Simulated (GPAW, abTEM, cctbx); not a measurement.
# Y3Zn: the scripts behind a bonding study

Short scripts, each with its output. The start was made by putting kin elements into a known structure type; the compound need not exist, or be stable, in this form.

## 1. Relax the structure

```text
cell
1.0
     4.625000000    0.000000000    0.000000000
     0.000000000    4.625000000    0.000000000
     0.000000000    0.000000000    4.625000000
Y Zn
3 1
Direct
0.500000000 0.500000000 0.000000000
0.500000000 0.000000000 0.500000000
0.000000000 0.500000000 0.500000000
0.000000000 0.000000000 0.000000000
```

```python
from ase.constraints import FixSymmetry
from ase.filters import FrechetCellFilter
from ase.io import read, write
from ase.optimize import BFGS
from ase.parallel import parprint
from gpaw import GPAW, PW, FermiDirac

atoms = read("start.vasp")
atoms.set_constraint(FixSymmetry(atoms))
atoms.calc = GPAW(mode=PW(570), xc="PBE", kpts={"size": (4, 4, 4), "gamma": True},
                 occupations=FermiDirac(0.1), maxiter=120, symmetry={"tolerance": 1e-5}, txt="relax.txt")
BFGS(FrechetCellFilter(atoms), maxstep=0.15).run(fmax=0.03, steps=40)
parprint("cell  %.4f %.4f %.4f  %.2f %.2f %.2f" % tuple(atoms.cell.cellpar()))
parprint("volume %.3f A^3, largest force %.3f eV/A, largest stress %.2f GPa" % (atoms.get_volume(), abs(atoms.get_forces()).max(), 160.218 * abs(atoms.get_stress()).max()))
atoms.set_constraint()
write("relaxed.vasp", atoms, direct=True)
```

```console
$ OMP_NUM_THREADS=1 mpirun -n 4 gpaw python run.py > gpaw.log
```

```text
      Step        Energy          fmax
BFGS:    0      -15.396933        0.734923
BFGS:    1      -15.419360        0.668464
BFGS:    2      -15.532865        0.040991
BFGS:    3      -15.533522        0.002632
cell  4.7694 4.7694 4.7694  90.00 90.00 90.00
volume 108.492 A^3, largest force 0.000 eV/A, largest stress 0.02 GPa
```

Time: 58 s on 4 cores of Intel(R) Xeon(R) Platinum 8488C (Sapphire Rapids) (shared host), peak memory 0.84 GiB.

## 2. Build the all-electron density and subtract free atoms

```text
cell
1.0
     4.769425540    0.000000000    0.000000000
     0.000000000    4.769425540    0.000000000
     0.000000000    0.000000000    4.769425540
Y Zn
3 1
Direct
0.500000000 0.500000000 0.000000000
0.500000000 0.000000000 0.500000000
0.000000000 0.500000000 0.500000000
0.000000000 0.000000000 0.000000000
```

```python
import numpy as np
from ase.io import read
from ase.units import Bohr
from gpaw import GPAW, PW, FermiDirac
from gpaw.calculator import GPAW as OldGPAW
from gpaw.mpi import serial_comm, world
from scipy.special import erfc
from scipy.spatial import cKDTree

atoms = read("cell.vasp")
atoms.calc = GPAW(mode=PW(450), xc="PBE", kpts={"size": (5, 5, 5), "gamma": True},
                 occupations=FermiDirac(0.1), maxiter=120, symmetry={"tolerance": 1e-5}, txt="scf.txt")
atoms.get_potential_energy()
rho = atoms.calc.get_all_electron_density(gridrefinement=2)
moments = atoms.get_magnetic_moments() if atoms.calc.get_number_of_spins() == 2 else np.zeros(len(atoms))
total = atoms.get_magnetic_moment() if moments.any() else 0.0
if world.rank == 0:
    free = OldGPAW(mode=PW(450), xc="PBE", txt=None, communicator=serial_comm)
    neutral = atoms.copy()
    neutral.set_initial_magnetic_moments(None)
    free.initialize(neutral)
    free.set_positions(neutral)
    drho = rho - free.get_all_electron_density(gridrefinement=2)
    # GPAW starts from confined atoms: exchange their smooth part for that of the datasets' free atoms
    h = np.stack(np.meshgrid(*[np.fft.fftfreq(n, 1 / n) for n in drho.shape], indexing="ij"), -1)
    gabs = np.linalg.norm(h @ atoms.cell.reciprocal(), axis=-1)
    tails = np.fft.fftn(free.get_pseudo_density(gridrefinement=2))
    g, form, v0 = np.linspace(0, gabs.max(), 1500), {}, 0
    for e in set(atoms.symbols):
        idx = atoms.symbols.search(e)
        d = free.setups[idx[0]].data
        r, w = d.rgd.r_g * Bohr, d.rgd.r_g**2 * d.rgd.dr_g
        j0 = np.sinc(2 * g[:, None] * r)
        smooth = sum(f * p**2 for f, p in zip(d.f_j, d.phit_jg)) + np.sqrt(4 * np.pi) * d.nct_g
        full = sum(f * p**2 for f, p in zip(d.f_j, d.phi_jg)) + np.sqrt(4 * np.pi) * d.nc_g
        phase = sum(np.exp(-2j * np.pi * h @ s) for s in atoms.get_scaled_positions()[idx])
        tails -= np.interp(gabs, g, j0 @ (smooth * w)) * phase * drho.size / atoms.get_volume()
        form[e] = j0 @ (full * w)
        v0 += 2 * np.pi / 3 * 14.3996 * (full * w * r**2).sum() * len(idx)  # V A^3
    tails *= 0.5 * erfc((gabs - 1.8) / 0.25)  # the tails differ at long wavelengths alone
    drho += np.fft.ifftn(tails).real  # crystal minus superposed spherical free atoms
    np.save("drho.npy", drho)
    dv = atoms.get_volume() / drho.size
    print("grid", drho.shape, " electrons %.3f" % (rho.sum() * dv), " moved by bonding %.3f e" % (abs(drho).sum() * dv / 2))
    pts = np.indices(drho.shape).reshape(3, -1).T / drho.shape @ atoms.cell
    shifts = (np.indices((3, 3, 3)).reshape(3, -1).T - 1) @ atoms.cell
    images = (atoms.positions[None] + shifts[:, None]).reshape(-1, 3)
    dist, idx = cKDTree(images).query(pts, k=4)
    out = drho.ravel()[dist[:, 0] > 0.5]
    print("deformation density beyond 0.5 A of the nuclei: max %.3f, min %.3f e/A^3" % (out.max(), out.min()))
    tie = dist < dist[:, :1] + 1e-4
    q = -np.bincount((idx % len(atoms))[tie], (drho.ravel()[:, None] / tie.sum(1, keepdims=True) * tie)[tie], len(atoms)) * dv
    print("atom        x       y       z   Voronoi charge  moment")
    for a, s, c, m in zip(atoms, atoms.get_scaled_positions(), q, moments):
        print("%-2s%-3d %7.4f %7.4f %7.4f %10.3f %10.2f" % (a.symbol, a.index + 1, *s, c, m))
    np.savez("free.npz", g=g, **form)
    print("mean inner potential of superposed free atoms %.3f V" % (v0 / atoms.get_volume()))
    print("total magnetic moment %.3f muB" % total)
```

```console
$ OMP_NUM_THREADS=1 mpirun -n 4 gpaw python run.py > gpaw.log
```

```text
grid (48, 48, 48)  electrons 147.000  moved by bonding 0.673 e
deformation density beyond 0.5 A of the nuclei: max 0.038, min -0.067 e/A^3
atom        x       y       z   Voronoi charge  moment
Y 1    0.5000  0.5000  0.0000      0.032       0.00
Y 2    0.5000  0.0000  0.5000      0.032       0.00
Y 3    0.0000  0.5000  0.5000      0.032       0.00
Zn4    0.0000  0.0000  0.0000     -0.097       0.00
mean inner potential of superposed free atoms 18.562 V
total magnetic moment 0.000 muB
```

Time: 20 s.

## 3. Fourier-transform the difference

```python
from cctbx import adptbx, crystal, miller, xray
from cctbx.eltbx import tiny_pse
import numpy as np

cs = crystal.symmetry(unit_cell=(4.7694, 4.7694, 4.7694, 90, 90, 90), space_group_symbol='Hall: -P 4 2 3')  # Pm-3m
atoms = [  # label, site, U (iso, or U11 U22 U33 U12 U13 U23 in A^2), occupancy
    ("Y1", (0.5, 0.5, 0), 0.0000, 1),
    ("Zn1", (0, 0, 0), 0.0000, 1),
]
xs = xray.structure(crystal_symmetry=cs)
for label, site, u, occ in atoms:
    u = adptbx.u_cif_as_u_star(cs.unit_cell(), u) if isinstance(u, tuple) else u
    xs.add_scatterer(xray.scatterer(label, site=site, u=u, occupancy=occ))
xs.scattering_type_registry(table="wk1995")
drho = np.load("drho.npy")
T = np.array([[1, 0, 0], [0, 1, 0], [0, 0, 1]])  # conventional axes in terms of the primitive ones
dF = np.fft.ifftn(drho) * 108.49213  # electrons a conventional cell, indexed by primitive hkl
ms = miller.build_set(cs, anomalous_flag=False, d_min=0.9).sort("resolution")
iam = ms.structure_factors_from_scatterers(xs, algorithm="direct").f_calc()
p1 = xs.expand_to_p1()
z = np.array([tiny_pse.table(sc.scattering_type).atomic_number() for sc in p1.scatterers()])
x = np.array(p1.sites_frac())
free = np.load("free.npz")
print("static structure factors of the conventional cell: F in electrons, V (Mott-Bethe) in volts")
print("   h  k  l      d  |F| table  |F| free   |F| DFT   change   |V| free  |V| DFT  change %")
for h, d, table in list(zip(ms.indices(), ms.d_spacings().data(), iam.data()))[:16]:
    df = dF[tuple(np.rint(np.linalg.solve(T, h)).astype(int))]
    phase = np.exp(2j * np.pi * x @ h)
    f = sum(np.interp(1 / d, free["g"], free[sc.scattering_type]) * p for sc, p in zip(p1.scatterers(), phase))
    fz = (z * phase).sum()
    c = 14.3996 * d * d / (np.pi * cs.unit_cell().volume())
    v0, v1 = abs(fz - f) * c, abs(fz - f - df) * c
    print("%4d%3d%3d %7.4f %9.3f %9.3f %9.3f %8.3f %9.3f %8.3f %8s" % (h + (d, abs(table), abs(f), abs(f + df), abs(f + df) - abs(f), v0, v1, "%.1f" % (100 * (v1 / v0 - 1)) if v0 > 0.02 else "-")))
```

```console
$ python run.py
```

```text
static structure factors of the conventional cell: F in electrons, V (Mott-Bethe) in volts
   h  k  l      d  |F| table  |F| free   |F| DFT   change   |V| free  |V| DFT  change %
   0  1  0  4.7694     7.347     7.377     7.487    0.110     1.560    1.454     -6.8
   0  1  1  3.3725     6.786     6.819     6.762   -0.057     1.048    1.075      2.6
   1  1  1  2.7536   119.308   119.241   118.931   -0.310     8.892    8.992      1.1
   0  2  0  2.3847   114.601   114.449   114.234   -0.214     7.821    7.872      0.7
   0  2  1  2.1329     6.121     6.219     6.392    0.173     0.535    0.501     -6.2
   1  2  1  1.9471     5.977     6.100     6.229    0.129     0.464    0.444     -4.4
   0  2  2  1.6862   100.716   100.613   100.669    0.056     5.572    5.566     -0.1
   1  2  2  1.5898     5.707     5.860     5.852   -0.008     0.335    0.336      0.2
   0  3  0  1.5898     5.707     5.860     5.817   -0.043     0.335    0.340      1.4
   0  3  1  1.5082     5.663     5.812     5.805   -0.007     0.306    0.307      0.2
   1  3  1  1.4380    93.320    93.298    93.277   -0.020     4.692    4.694      0.0
   2  2  2  1.3768    91.240    91.231    91.239    0.008     4.466    4.466     -0.0
   0  3  2  1.3228     5.625     5.744     5.712   -0.032     0.241    0.243      1.0
   1  3  2  1.2747     5.634     5.739     5.721   -0.018     0.224    0.225      0.6
   0  4  0  1.1924    84.293    84.290    84.215   -0.075     3.767    3.771      0.1
   2  3  2  1.1567     5.695     5.760     5.724   -0.036     0.183    0.185      1.1
```

Time: 0.41 s on 1 core of Intel(R) Xeon(R) Platinum 8488C (Sapphire Rapids) (shared host), peak memory 0.08 GiB.

## 4. Propagate a plane wave with and without the bonding term

```python
import abtem
import numpy as np
from ase.build import make_supercell
from ase.io import read

abtem.config.set({"dask.lazy": False, "fft": "fftw", "diagnostics.progress_bar": False})
M = [[0, 1, 0], [-1, 0, 0], [0, 0, 1]]  # rows: x, y and beam direction in the primitive cell's axes
unit = make_supercell(read("cell.vasp"), M)
unit.set_cell(list(unit.cell.lengths()) + [90, 90, 90], scale_atoms=True)
unit.positions[:, 2] += 0.5962  # keeps atomic planes off the slice boundaries
unit.wrap()
slab = unit * (2, 2, 130)
print(slab.get_chemical_formula(), "| box %.2f x %.2f x %.2f A" % tuple(slab.cell.lengths()))

# change of the potential by bonding, from the DFT deformation density (Poisson's equation term by term)
drho = np.load("drho.npy")
prim = read("cell.vasp")
h = np.stack(np.meshgrid(*[np.fft.fftfreq(n, 1 / n) for n in drho.shape], indexing="ij"), -1).reshape(-1, 3).astype(int)
g2 = ((h @ prim.cell.reciprocal()) ** 2).sum(1)
keep = (g2 > 0) & (g2 < 2.5**2)
shape = (137, 137, 28)
vg = np.zeros(shape, complex)
hm = h[keep] @ np.array(M).T
move = np.exp(-2j * np.pi * hm[:, 2] * (0.5962 / unit.cell[2, 2] - 0.5 / shape[2]))  # the same shift, sampled at mid-points
vg[tuple(hm.T % np.array(shape)[:, None])] = -14.3996 / np.pi * (np.fft.fftn(drho).ravel() / drho.size)[keep] / g2[keep] * move
dV = np.fft.ifftn(vg).real * vg.size
dV = dV.reshape(137, 137, 4, 7).mean(3) * unit.cell[2, 2] / 4  # V A, projected in each slice
dV = np.tile(dV.transpose(2, 0, 1), (130, 2, 2))


def build(atoms):
    p = abtem.Potential(atoms, gpts=(274, 274), slice_thickness=[slab.cell[2, 2] / 520] * 520,
                        parametrization="lobato", projection="infinite", exit_planes=40).build()
    p.array[:] += BONDING * dV
    return p


sigmas = {'Y': 0.059, 'Zn': 0.062}  # r.m.s. displacement along each axis, A
u = np.array([sigmas[s] for s in slab.symbols])[:, None]
rng = np.random.default_rng(82)


def potentials():
    for _ in range(3):  # frozen phonons, one configuration at a time
        atoms = slab.copy()
        atoms.positions += u * rng.standard_normal((len(atoms), 3))
        atoms.wrap()
        yield build(atoms)


for label, BONDING in (("IAM", 0.0), ("DFT", 1.0)):
    print("=====", label)
    rng = np.random.default_rng(82)  # the same displacements for both
    potential = build(slab)
    print("grid", potential.gpts, "slices", potential.num_slices)
    thickness = potential.exit_thicknesses
    wave = abtem.PlaneWave(energy=200000)
    dp = np.mean([wave.multislice(p).diffraction_patterns(max_angle="valid").array for p in potentials()], axis=0)
    hkl = [(0, 0, 0), (1, 0, 0), (1, 1, 0), (2, 0, 0), (2, 1, 0), (2, 2, 0), (3, 0, 0)]
    nx, ny = dp.shape[-2:]
    print("intensity of each beam, fraction of the incident wave")
    print("  t (A)" + "".join("%9s" % " ".join(map(str, h)) for h in hkl) + "  diffuse    total")
    grid = np.zeros((nx, ny), bool)
    grid[nx // 2 % 2::2, ny // 2 % 2::2] = True
    for t, a in list(zip(thickness, dp))[1:]:
        idx = [np.rint(np.array(M) @ np.linalg.solve([[1, 0, 0], [0, 1, 0], [0, 0, 1]], h)).astype(int) for h in hkl]
        print("%7.1f" % t + "".join("%9.5f" % a[nx // 2 + i[0] * 2, ny // 2 + i[1] * 2] for i in idx) + "%9.4f%9.4f" % (a[~grid].sum(), a.sum()))
```

```console
$ python run.py
```

```text
Y1560Zn520 | box 9.54 x 9.54 x 620.03 A
===== IAM
grid (274, 274) slices 520
intensity of each beam, fraction of the incident wave
  t (A)    0 0 0    1 0 0    1 1 0    2 0 0    2 1 0    2 2 0    3 0 0  diffuse    total
   47.7  0.56473  0.00047  0.00047  0.04371  0.00070  0.02264  0.00059   0.0368   0.9974
   95.4  0.47807  0.00348  0.00386  0.03655  0.00442  0.01630  0.00167   0.1034   0.9924
  143.1  0.58934  0.01894  0.00866  0.01466  0.00173  0.00451  0.00027   0.1263   0.9905
  190.8  0.45334  0.01583  0.00200  0.02670  0.00112  0.01308  0.00153   0.1531   0.9881
  238.5  0.56247  0.00736  0.00066  0.00770  0.00475  0.00802  0.00048   0.1822   0.9854
  286.2  0.53643  0.01101  0.00233  0.00963  0.00415  0.00767  0.00037   0.1892   0.9843
  333.9  0.38516  0.01631  0.00284  0.01731  0.00278  0.01222  0.00118   0.2114   0.9817
  381.6  0.40636  0.02880  0.00188  0.01223  0.00122  0.00813  0.00070   0.2298   0.9797
  429.2  0.40386  0.02625  0.00017  0.01172  0.00159  0.00659  0.00165   0.2402   0.9781
  476.9  0.39683  0.01833  0.00169  0.01070  0.00332  0.00489  0.00172   0.2544   0.9760
  524.6  0.40141  0.02076  0.00110  0.00827  0.00422  0.00456  0.00054   0.2636   0.9745
  572.3  0.35504  0.02332  0.00013  0.01119  0.00317  0.00897  0.00034   0.2735   0.9726
  620.0  0.33762  0.02597  0.00038  0.00995  0.00300  0.00806  0.00068   0.2847   0.9706
===== DFT
grid (274, 274) slices 520
intensity of each beam, fraction of the incident wave
  t (A)    0 0 0    1 0 0    1 1 0    2 0 0    2 1 0    2 2 0    3 0 0  diffuse    total
   47.7  0.56345  0.00041  0.00047  0.04400  0.00066  0.02281  0.00051   0.0368   0.9974
   95.4  0.47877  0.00339  0.00393  0.03641  0.00414  0.01687  0.00151   0.1035   0.9924
  143.1  0.59555  0.01789  0.00879  0.01401  0.00163  0.00470  0.00032   0.1263   0.9905
  190.8  0.46282  0.01445  0.00190  0.02564  0.00110  0.01312  0.00150   0.1530   0.9881
  238.5  0.56987  0.00569  0.00075  0.00755  0.00478  0.00792  0.00050   0.1819   0.9854
  286.2  0.53692  0.01003  0.00235  0.01036  0.00371  0.00821  0.00034   0.1893   0.9843
  333.9  0.38852  0.01568  0.00295  0.01809  0.00223  0.01268  0.00090   0.2118   0.9817
  381.6  0.42087  0.02588  0.00168  0.01215  0.00111  0.00837  0.00054   0.2300   0.9796
  429.2  0.42228  0.02249  0.00021  0.01130  0.00161  0.00671  0.00152   0.2401   0.9781
  476.9  0.41227  0.01548  0.00152  0.01069  0.00317  0.00508  0.00156   0.2540   0.9760
  524.6  0.40989  0.01930  0.00073  0.00906  0.00360  0.00498  0.00042   0.2632   0.9745
  572.3  0.36128  0.02216  0.00009  0.01215  0.00252  0.00952  0.00026   0.2730   0.9726
  620.0  0.35101  0.02316  0.00054  0.01017  0.00294  0.00815  0.00064   0.2841   0.9706
```

Time: 91 s.

[Outputs are excerpts: Python notices, other lines and further rows are left out; steps that failed or that the build refused (PBEsol, TPSS) are not shown.]

[Logs are printed without paths, hosts, clocks, repeated set-up lines and the standing remarks that a program may print on its own settings, such as how far it seeks lower states.]
